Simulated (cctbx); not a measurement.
## What is wrong with this refinement?

Cell a = 3.9020 Å, b = 3.9020 Å, c = 8.1510 Å, α = 90.00°, β = 90.00°, γ = 90.00°; space group P4/nmm (no. 129, origin choice 1).

Simulated single-crystal data (cctbx): synchrotron X-rays, λ = 0.6889 Å, to d = 0.65 Å, 50 % of the full sphere, strongest reflection 20000 counts, noise from counting, a 4 % proportional error and a noise floor of 15 counts (s.d.); no absorption, and some extinction, which the refinements don't model.

An anisotropic refinement with weights 1/σ² prints:

```text
Rint 0.036, 168 unique reflections to 0.65 A
cycle     R1     wR2    GooF  max shift (A)
   1  0.1093  0.2604   9.498   0.02277
   2  0.0559  0.1078   3.932   0.00002
final R1 0.0559 wR2 0.1078 GooF 3.932  parameters 8  data/parameter 21.0
atom        x        y        z      Ueq    occ   su(xyz)  su(Uiso or U11)
Nd1    0.00000  0.50000  0.83466   0.0129  1.000  0.00013  0.0004
Ni1    0.50000  0.50000  0.50000   0.0137  1.000  0.00000  0.0008
Al1    0.50000  0.00000  0.56284   0.0115  1.000  0.00093  0.0015
difference map: max 17.50 min -2.46 rms 0.79
Q1    0.0000  0.5000  0.1834    2   17.52  2.07 A from Al1
Q2    0.0000  0.5000  0.8404    2    4.93  0.05 A from Nd1
Q3    0.0000  0.0000  0.5000    2    2.00  0.00 A from Ni1
Q4    0.0000  0.5000  0.4021    2    1.29  0.29 A from Al1
Q5    0.0000  0.3466  0.0205    8    1.00  1.63 A from Nd1
Q6    0.0000  0.1441  0.0157    8    0.91  2.03 A from Nd1
```

**Question.** Can this result stand? If not, what is the likely fault?

Mend it. The fault: an atom left out, N at (1/2, 0, 0.8167). Against the right model at the same level, R1 goes from 0.0126 to 0.0559 and GooF from 0.96 to 3.93 and the top difference peak, 17.5 e/Å³, lies 2.07 Å from Al1. Q1 is the missing atom. With scattering power missing, scale and phases suffer, so peaks may also grow on the heavy atoms.

The compound is NdAlNiN. The right model at the same level gives:

```text
Rint 0.036, 168 unique reflections to 0.65 A
cycle     R1     wR2    GooF  max shift (A)
   1  0.0877  0.2317   8.532   0.01308
   2  0.0126  0.0260   0.956   0.00001
final R1 0.0126 wR2 0.0260 GooF 0.956  parameters 11  data/parameter 15.3
atom        x        y        z      Ueq    occ   su(xyz)  su(Uiso or U11)
Nd1    0.00000  0.50000  0.83466   0.0138  1.000  0.00003  0.0001
Ni1    0.50000  0.50000  0.50000   0.0146  1.000  0.00000  0.0002
Al1    0.50000  0.00000  0.56403   0.0130  1.000  0.00022  0.0004
N1     0.50000  0.00000  0.81651   0.0227  1.000  0.00069  0.0013
difference map: max 0.96 min -1.07 rms 0.21
Q1    0.2500  0.2500  0.5000    4    0.99  1.38 A from Ni1
Q2    0.1822  0.3178  0.3873    8    0.74  1.08 A from Al1
Q3    0.0000  0.3733  0.0446    8    0.73  1.24 A from N1
Q4    0.0000  0.1296  0.0297    8    0.63  1.91 A from N1
Q5    0.0000  0.0000  0.3810    4    0.62  0.97 A from Ni1
Q6    0.2100  0.2900  0.0509    8    0.59  1.58 A from N1
```

Isotropic U is held between 0.0001 and 1 Å² by the program, and listed peak heights are interpolated, so they can pass the grid's maximum.

The model is made up (kin elements in a known structure type, no relaxation), so it says nothing on whether the phase exists.

[Middle refinement cycles are left out of these outputs.]

[Logs are printed without paths, hosts, clocks, repeated set-up lines and the standing remarks that a program may print on its own settings, such as how far it seeks lower states.]
